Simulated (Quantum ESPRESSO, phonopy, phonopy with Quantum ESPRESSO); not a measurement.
# ZnS (F-43m): a volume series of phonon spectra, part 8 of 9

Aim: how the vibrations of ZnS shift with volume, and the expansion that follows.

What experiment has found for this phase:
- bulk modulus 71.4 GPa near room temperature (given in “High-Throughput Prediction of Finite-Temperature Properties using the Quasi-Harmonic Approximation”, 2016, arXiv:1603.06924)

Quantum ESPRESSO 7.5; DFT LDA, scalar-relativistic, plane waves, GBRV ultrasoft pseudopotentials.

So far. Step 24 (Phonons, k-mesh 8×8×8, supercell k mesh 4×4×4 (run 2)): The time given is that of the 2 pw.x runs on displaced cells behind this step.

The database entry behind the starting cell differs from later determinations by our own check (about 0.1 % short), so it need not match the best structure at ambient conditions.

## (25) Self-consistent run, V/V0 1.045

A tight ground state at this cell gives the energy of this member; its pressure is the stress at this cutoff, which can carry an offset from the finite basis.

This step: DFT LDA, scalar-relativistic, plane waves, GBRV ultrasoft pseudopotentials (Quantum ESPRESSO 7.5).

System of this step: ZnS. The structure is cubic, space group F-43m (No. 216). The conventional cell has a = 5.371 Å, b = 5.371 Å, c = 5.371 Å, α = 90.00°, β = 90.00°, γ = 90.00°. Zn has 4 S at 2.33 Å nearest. Nearest to S lie 4 Zn at 2.33 Å. Farther neighbours and most contacts between anions are not listed.

The input, scf.in:

```
 &control
    calculation='scf',
    prefix='x',
    outdir='./tmp',
    pseudo_dir='./pseudo',
    tprnfor=.true.,
    tstress=.true.,
 /
 &system
    ibrav=0,
    nat=2,
    ntyp=2,
    ecutwfc=45.0,
    ecutrho=270.0,
    occupations='fixed',
    nbnd=15,
 /
 &electrons
    conv_thr=1.0d-12,
    mixing_beta=0.7,
    electron_maxstep=100,
 /
ATOMIC_SPECIES
 Zn     65.3800  Zn.upf
 S      32.0600  S.upf
CELL_PARAMETERS angstrom
     0.000000000    2.685271461    2.685271461
     2.685271461    0.000000000    2.685271461
     2.685271461    2.685271461    0.000000000
ATOMIC_POSITIONS crystal
 Zn     0.250000000   0.250000000   0.250000000
 S      0.000000000   0.000000000   0.000000000
K_POINTS automatic
 12 12 12 0 0 0
```

Launch:

```
$ OMP_NUM_THREADS=1 mpirun -n 8 pw.x -nk 8 -in scf.in > scf.out
```

Log:

```text
[banner, memory and clock lines left out]
Program PWSCF v.7.5

     Message from routine setup:
     using ibrav=0 with symmetry is DISCOURAGED, use correct ibrav instead

     G-vector sticks info

     bravais-lattice index     =            0
     lattice parameter (alat)  =       7.1763  a.u.
     unit-cell volume          =     261.3312 (a.u.)^3
     number of atoms/cell      =            2
     number of atomic types    =            2
     number of electrons       =        26.00
[...]
atom    2 type  2   force =    -0.00000000    0.00000000    0.00000000

     Total force =     0.000000     Total SCF correction =     0.000000

     Computing stress (Cartesian axis) and pressure

          total   stress  (Ry/bohr**3)                   (kbar)     P=      -34.43
  -0.00023402  -0.00000000  -0.00000000          -34.43       -0.00       -0.00
  -0.00000000  -0.00023402  -0.00000000           -0.00      -34.43       -0.00
  -0.00000000  -0.00000000  -0.00023402           -0.00       -0.00      -34.43

     XML data file, charge density, pseudopotentials, collected wavefunctions
[key lines of the parts left out:]
!    total energy              =    -485.45018440 Ry
convergence has been achieved in  12 iterations
```

Run time: 7.8 s. Hardware: 8 MPI ranks of Arm Neoverse N1, shared host; 61 s of CPU time.

The run ends at a pressure of -3.44 GPa.

## (26) Born charges and dielectric tensor

In a polar crystal the Born charges and ε∞ give the long-range dipole term that a finite supercell misses. They are those of this k-mesh and were not tested on a denser one; where the gap is small they converge slowly, and the LO modes with them.

The input, ph.in:

```
phonons
 &inputph
    prefix='x',
    outdir='./tmp',
    fildyn='x.dyn',
    tr2_ph=1.0d-18,
    epsil=.true.,
 /
0.000000000 0.000000000 0.000000000
```

scf.in is that of step 25.

Launch:

```
$ OMP_NUM_THREADS=1 mpirun -n 8 ph.x -nk 8 -in ph.in > ph.out
```

Log:

```text
[banner, memory and clock lines left out]
Program PHONON v.7.5

     ./tmp/x.save/

     IMPORTANT: XC functional enforced from input :
     Exchange-correlation= PZ
                           (   1   1   0   0   0   0   0)
     Any further DFT definition will be discarded
     Please, verify this is what you really want

     G-vector sticks info

     Reading collected, re-writing distributed wavefunctions in ./tmp/

     Number and degeneracy of irreps per q-point
       N         xq(1)         xq(2)         xq(3)   N irreps
[...]
freq (    1) =      -0.260820 [THz] =      -8.700023 [cm-1]
     freq (    2) =      -0.260820 [THz] =      -8.700023 [cm-1]
     freq (    3) =      -0.260820 [THz] =      -8.700023 [cm-1]
     freq (    4) =       8.139300 [THz] =     271.497818 [cm-1]
     freq (    5) =       8.139300 [THz] =     271.497818 [cm-1]
     freq (    6) =       8.139300 [THz] =     271.497818 [cm-1]
 **************************************************************************

     Mode symmetry, T_d (-43m)  point group:

     freq (   1-   3) =         -8.7  [cm-1]   --> T_2  G_15 P_4   I+R
     freq (   4-   6) =        271.5  [cm-1]   --> T_2  G_15 P_4   I+R
```

The job ended after 3 min (8 MPI ranks).

ε∞:

```
6.23 0.00 0.00
0.00 6.23 0.00
0.00 0.00 6.23
```

The Born charges sum to zero within 0.0039 e; the rest is removed before use. Acoustic frequencies in this log differ from zero by the error of the sum rule, which ph.x does not impose.

## (27) A displaced supercell, k-mesh 3×3×3

One atom (for the harmonic constants) or a pair of atoms (for the cubic ones) is moved by a few hundredths of an ångström; the forces on all atoms give a column of force constants. The threshold is tight because the forces are small.

System of this step: ZnS. It takes space group Cm (No. 8, monoclinic). Conventional cell: a = 13.155 Å, b = 7.595 Å, c = 7.595 Å, α = 90.00°, β = 125.26°, γ = 90.00°. Nearest to Zn lie 4 S at 2.31 to 2.34 Å. Nearest to Zn lie 4 S at 2.33 Å. Nearest to Zn lie 4 S at 2.33 Å. Farther neighbours and most contacts between anions are not listed.

The input, disp-00001.in:

```
 &control
    calculation='scf',
    prefix='x',
    outdir='./tmp',
    pseudo_dir='./pseudo',
    tprnfor=.true.,
    disk_io='none',
 /
 &system
    ibrav=0,
    nat=16,
    ntyp=2,
    ecutwfc=45.0,
    ecutrho=270.0,
    occupations='fixed',
    nbnd=106,
 /
 &electrons
    conv_thr=1.0d-11,
    mixing_beta=0.7,
    electron_maxstep=100,
 /
ATOMIC_SPECIES
 Zn     65.3800  Zn.upf
 S      32.0600  S.upf
CELL_PARAMETERS angstrom
     0.000000000    5.370542923    5.370542923
     5.370542923    0.000000000    5.370542923
     5.370542923    5.370542923    0.000000000
ATOMIC_POSITIONS crystal
 Zn     0.127633279   0.125000000   0.125000000
 Zn     0.625000000   0.125000000   0.125000000
 Zn     0.125000000   0.625000000   0.125000000
 Zn     0.625000000   0.625000000   0.125000000
 Zn     0.125000000   0.125000000   0.625000000
 Zn     0.625000000   0.125000000   0.625000000
 Zn     0.125000000   0.625000000   0.625000000
 Zn     0.625000000   0.625000000   0.625000000
 S      0.000000000   0.000000000   0.000000000
 S      0.500000000   0.000000000   0.000000000
 S      0.000000000   0.500000000   0.000000000
 S      0.500000000   0.500000000   0.000000000
 S      0.000000000   0.000000000   0.500000000
 S      0.500000000   0.000000000   0.500000000
 S      0.000000000   0.500000000   0.500000000
 S      0.500000000   0.500000000   0.500000000
K_POINTS automatic
 3 3 3 0 0 0
```

Launch:

```
$ OMP_NUM_THREADS=1 mpirun -n 4 pw.x -nk 4 -in disp-00001.in > disp-00001.out
```

Log:

```text
[banner, memory and clock lines left out]
Program PWSCF v.7.5

     Message from routine setup:
     using ibrav=0 with symmetry is DISCOURAGED, use correct ibrav instead

     G-vector sticks info

     bravais-lattice index     =            0
     lattice parameter (alat)  =      14.3526  a.u.
     unit-cell volume          =    2090.6492 (a.u.)^3
     number of atoms/cell      =           16
     number of atomic types    =            2
     number of electrons       =       208.00
[...]
atom    1 type  1   force =     0.00017409   -0.00376711   -0.00376711
     atom    2 type  1   force =    -0.00000317    0.00065296    0.00065296
     atom    3 type  1   force =     0.00033845   -0.00038878    0.00031475
[...]
atom   15 type  2   force =    -0.00002836    0.00000153    0.00000153
     atom   16 type  2   force =     0.00003112    0.00000133    0.00000133

     Total force =     0.006603     Total SCF correction =     0.000002
     Message from routine punch:
     Nothing written, as per user request (disk_io='none')
[key lines of the parts left out:]
!    total energy              =   -3883.59899394 Ry
convergence has been achieved in  14 iterations
```

Wall time 5.5 min (4 MPI ranks); 22 min of CPU time.

## (28) Phonons, k-mesh 6×6×6, supercell k mesh 3×3×3

This step: DFT LDA, scalar-relativistic, plane waves, GBRV ultrasoft pseudopotentials (phonopy with Quantum ESPRESSO 4.10.0 / 7.5).

Elapsed: 5.5 min, on 8 threads.

No mode is imaginary beyond numerical noise along the path. The highest zone-centre mode (no LO–TO term) moved by -7.4 % for a volume change of +4.5 %.

The time given is that of the 2 pw.x runs on displaced cells behind this step.

## (29) Ground state at this cell, V/V0 1.06

A tight ground state at this cell gives the energy of this member; its pressure is the stress at this cutoff, which can carry an offset from the finite basis.

This step: DFT LDA, scalar-relativistic, plane waves, GBRV ultrasoft pseudopotentials (Quantum ESPRESSO 7.5).

System of this step: ZnS. Symmetry: F-43m, No. 216, cubic system. Conventional cell: a = 5.396 Å, b = 5.396 Å, c = 5.396 Å, α = 90.00°, β = 90.00°, γ = 90.00°. Nearest to Zn lie 4 S at 2.34 Å. Nearest to S lie 4 Zn at 2.34 Å. Farther neighbours and most contacts between anions are not listed.

Changes to scf.in since step 26:

```diff
@@ -26,5 +26,5 @@
 CELL_PARAMETERS angstrom
-     0.000000000    2.685271461    2.685271461
-     2.685271461    0.000000000    2.685271461
-     2.685271461    2.685271461    0.000000000
+     0.000000000    2.698058661    2.698058661
+     2.698058661    0.000000000    2.698058661
+     2.698058661    2.698058661    0.000000000
 ATOMIC_POSITIONS crystal
```

Launch:

```
$ OMP_NUM_THREADS=1 mpirun -n 8 pw.x -nk 8 -in scf.in > scf.out
```

Log:

```text
[banner, memory and clock lines left out]
Program PWSCF v.7.5

     Message from routine setup:
     using ibrav=0 with symmetry is DISCOURAGED, use correct ibrav instead

     G-vector sticks info

     bravais-lattice index     =            0
     lattice parameter (alat)  =       7.2105  a.u.
     unit-cell volume          =     265.0823 (a.u.)^3
     number of atoms/cell      =            2
     number of atomic types    =            2
     number of electrons       =        26.00
[...]
atom    2 type  2   force =     0.00000000    0.00000000    0.00000000

     Total force =     0.000000     Total SCF correction =     0.000000

     Computing stress (Cartesian axis) and pressure

          total   stress  (Ry/bohr**3)                   (kbar)     P=      -44.32
  -0.00030128   0.00000000  -0.00000000          -44.32        0.00       -0.00
  -0.00000000  -0.00030128   0.00000000           -0.00      -44.32        0.00
   0.00000000  -0.00000000  -0.00030128            0.00       -0.00      -44.32

     XML data file, charge density, pseudopotentials, collected wavefunctions
[key lines of the parts left out:]
!    total energy              =    -485.44926857 Ry
convergence has been achieved in  12 iterations
```

The job ended after 8.1 s (8 MPI ranks; 64 s of CPU time).

The run ends at a pressure of -4.43 GPa.

## (30) Born charges and dielectric tensor

In a polar crystal the Born charges and ε∞ give the long-range dipole term that a finite supercell misses. They are those of this k-mesh and were not tested on a denser one; where the gap is small they converge slowly, and the LO modes with them.

ph.in is that of step 26.

scf.in is that of step 29.

Launch:

```
$ OMP_NUM_THREADS=1 mpirun -n 8 ph.x -nk 8 -in ph.in > ph.out
```

Log:

```text
[banner, memory and clock lines left out]
Program PHONON v.7.5

     ./tmp/x.save/

     IMPORTANT: XC functional enforced from input :
     Exchange-correlation= PZ
                           (   1   1   0   0   0   0   0)
     Any further DFT definition will be discarded
     Please, verify this is what you really want

     G-vector sticks info

     Reading collected, re-writing distributed wavefunctions in ./tmp/

     Number and degeneracy of irreps per q-point
       N         xq(1)         xq(2)         xq(3)   N irreps
[...]
freq (    1) =      -0.162161 [THz] =      -5.409106 [cm-1]
     freq (    2) =      -0.162161 [THz] =      -5.409106 [cm-1]
     freq (    3) =      -0.162161 [THz] =      -5.409106 [cm-1]
     freq (    4) =       7.933241 [THz] =     264.624452 [cm-1]
     freq (    5) =       7.933241 [THz] =     264.624452 [cm-1]
     freq (    6) =       7.933241 [THz] =     264.624452 [cm-1]
 **************************************************************************

     Mode symmetry, T_d (-43m)  point group:

     freq (   1-   3) =         -5.4  [cm-1]   --> T_2  G_15 P_4   I+R
     freq (   4-   6) =        264.6  [cm-1]   --> T_2  G_15 P_4   I+R
```

Run time: 3.1 min. Hardware: 8 MPI ranks; 25 min of CPU time.

The Born charges sum to zero within 0.0039 e; the rest is removed before use. Acoustic frequencies in this log differ from zero by the error of the sum rule, which ph.x does not impose.

## (31) A displaced supercell, k-mesh 3×3×3 (run 2)

One atom (for the harmonic constants) or a pair of atoms (for the cubic ones) is moved by a few hundredths of an ångström; the forces on all atoms give a column of force constants. The threshold is tight because the forces are small.

System of this step: ZnS. Symmetry: Cm, No. 8, monoclinic system. The conventional cell has a = 13.218 Å, b = 7.631 Å, c = 7.631 Å, α = 90.00°, β = 125.26°, γ = 90.00°. Nearest to Zn lie 4 S at 2.32 to 2.35 Å. Nearest to Zn lie 4 S at 2.34 Å. Zn has 4 S at 2.34 Å nearest. Nearest to Zn lie 4 S at 2.34 Å. Farther neighbours and most contacts between anions are not listed.

Changes to disp-00001.in since step 27:

```diff
@@ -26,7 +26,7 @@
 CELL_PARAMETERS angstrom
-     0.000000000    5.370542923    5.370542923
-     5.370542923    0.000000000    5.370542923
-     5.370542923    5.370542923    0.000000000
+     0.000000000    5.396117322    5.396117322
+     5.396117322    0.000000000    5.396117322
+     5.396117322    5.396117322    0.000000000
 ATOMIC_POSITIONS crystal
- Zn     0.127633279   0.125000000   0.125000000
+ Zn     0.127620798   0.125000000   0.125000000
  Zn     0.625000000   0.125000000   0.125000000
```

Launch:

```
$ OMP_NUM_THREADS=1 mpirun -n 4 pw.x -nk 4 -in disp-00001.in > disp-00001.out
```

Log:

```text
[banner, memory and clock lines left out]
Program PWSCF v.7.5

     Message from routine setup:
     using ibrav=0 with symmetry is DISCOURAGED, use correct ibrav instead

     G-vector sticks info

     bravais-lattice index     =            0
     lattice parameter (alat)  =      14.4210  a.u.
     unit-cell volume          =    2120.6585 (a.u.)^3
     number of atoms/cell      =           16
     number of atomic types    =            2
     number of electrons       =       208.00
[...]
atom    1 type  1   force =     0.00016599   -0.00359037   -0.00359037
     atom    2 type  1   force =    -0.00000435    0.00065078    0.00065078
     atom    3 type  1   force =     0.00033799   -0.00039263    0.00031386
[...]
atom   15 type  2   force =    -0.00002746    0.00000161    0.00000161
     atom   16 type  2   force =     0.00002979    0.00000132    0.00000132

     Total force =     0.006268     Total SCF correction =     0.000004
     Message from routine punch:
     Nothing written, as per user request (disk_io='none')
[key lines of the parts left out:]
!    total energy              =   -3883.59170176 Ry
convergence has been achieved in  13 iterations
```

Run time: 4.9 min. Hardware: 4 MPI ranks; 19 min of CPU time.

## (32) Phonons, k-mesh 6×6×6, supercell k mesh 3×3×3 (run 2)

This step: DFT LDA, scalar-relativistic, plane waves, GBRV ultrasoft pseudopotentials (phonopy with Quantum ESPRESSO 4.10.0 / 7.5).

Wall time 5.1 min (8 threads); 40 min of CPU time.

Phonopy, LO-TO term from ph.x's tensors. The phonon branches at the labelled points (cm⁻¹):

| point | branch 1 | branch 2 | branch 3 | branch 4 | branch 5 | branch 6 |
| --- | --- | --- | --- | --- | --- | --- |
| Γ | 0 | 0 | 0 | 265 | 265 | 327 |
| halfway | 72 | 72 | 142 | 278 | 278 | 320 |
| X | 95 | 95 | 205 | 295 | 295 | 311 |
| halfway | 95 | 108 | 200 | 294 | 296 | 310 |
| U | 92 | 132 | 185 | 290 | 296 | 310 |
| jump to K | 92 | 132 | 185 | 290 | 296 | 310 |
| halfway | 62 | 99 | 140 | 272 | 281 | 318 |
| Γ | 0 | 0 | 0 | 265 | 265 | 327 |
| halfway | 55 | 55 | 137 | 271 | 271 | 323 |
| L | 75 | 75 | 191 | 277 | 277 | 321 |
| halfway | 87 | 121 | 179 | 284 | 288 | 314 |
| W | 106 | 136 | 176 | 291 | 298 | 308 |
| halfway | 101 | 113 | 194 | 293 | 296 | 309 |
| X | 95 | 95 | 205 | 295 | 295 | 311 |

The phonon branches as a text plot (rows in cm⁻¹):

```
    320 |**********           *************************
    306 |          ***********                         **********
    293 |         **************                      ***********
    279 |    *****         ********          **********
    265 |****                    ************
    252 |
    238 |
    225 |
    211 |            *                                          *
    197 |          ** ***                        *           ***
    184 |         *      **                    ** *****    **
    170 |       **         ***                         ****
    157 |                     **             **
    143 |     **           ***  *           *           **
    129 |                **                            *  ***
    116 |    *          *     ** **                   *      *
    102 |            ***        *          *         *  *********
     88 |       ***** ******       **               ****
     75 |  ** **            **** **      **    ******
     61 |    *                  *           ***
     48 |                        *****     *
     34 | ***                      **   ***
     20 | *                          *  *
      7 |*                            **
         Γ           X  U|K            Γ         L        W     X
```

No mode is imaginary beyond numerical noise along the path. The highest zone-centre mode (no LO–TO term) moved by -9.8 % for a volume change of +6.0 %.

The time given is that of the 2 pw.x runs on displaced cells behind this step.

## (33) Mode Grüneisen parameters

This step: DFT LDA, scalar-relativistic, plane waves, GBRV ultrasoft pseudopotentials (phonopy 4.10.0).

Numbers from this step:

```
share of modes with a negative Grüneisen parameter : 0.333
```

Mean Grüneisen, by row:

| T (K) | heat-capacity-weighted mean | root mean square |
| --- | --- | --- |
| 50 | -0.649 | 1.071 |
| 100 | 0.052 | 1.184 |
| 200 | 0.517 | 1.307 |
| 300 | 0.622 | 1.336 |
| 500 | 0.677 | 1.351 |
| 800 | 0.696 | 1.356 |

Table of mean mode Grueneisen parameter by wavenumber:

| wavenumber (cm⁻¹) | mean mode Grueneisen parameter |
| --- | --- |
| 6 | - |
| 18 | -1.58 |
| 41 | -1.17 |
| 52 | -1.26 |
| 76 | -1.2 |
| 87 | -0.941 |
| 99 | -0.513 |
| 122 | -0.182 |
| 134 | -0.112 |
| 146 | 0.91 |
| 169 | 1.03 |
| 181 | 1.1 |
| 204 | 1.16 |
| 216 | 1.15 |
| 227 | - |
| 251 | - |
| 262 | - |
| 274 | - |
| 297 | 1.75 |
| 309 | 1.76 |
| 332 | 1.68 |
| 344 | 1.48 |

[end of part 8 of 9]

[Logs are printed without paths, hosts, clocks, repeated set-up lines and the standing remarks that a program may print on its own settings, such as how far it seeks lower states.]

[Hosts, paths, dates, database ids (printed as entryN), source tags and the programs' standing remarks are cut or masked in the printed files.]

[A step with changed settings may run another functional than the one named; its input shows which.]

[Of the runs on displaced cells, only some may be shown.]
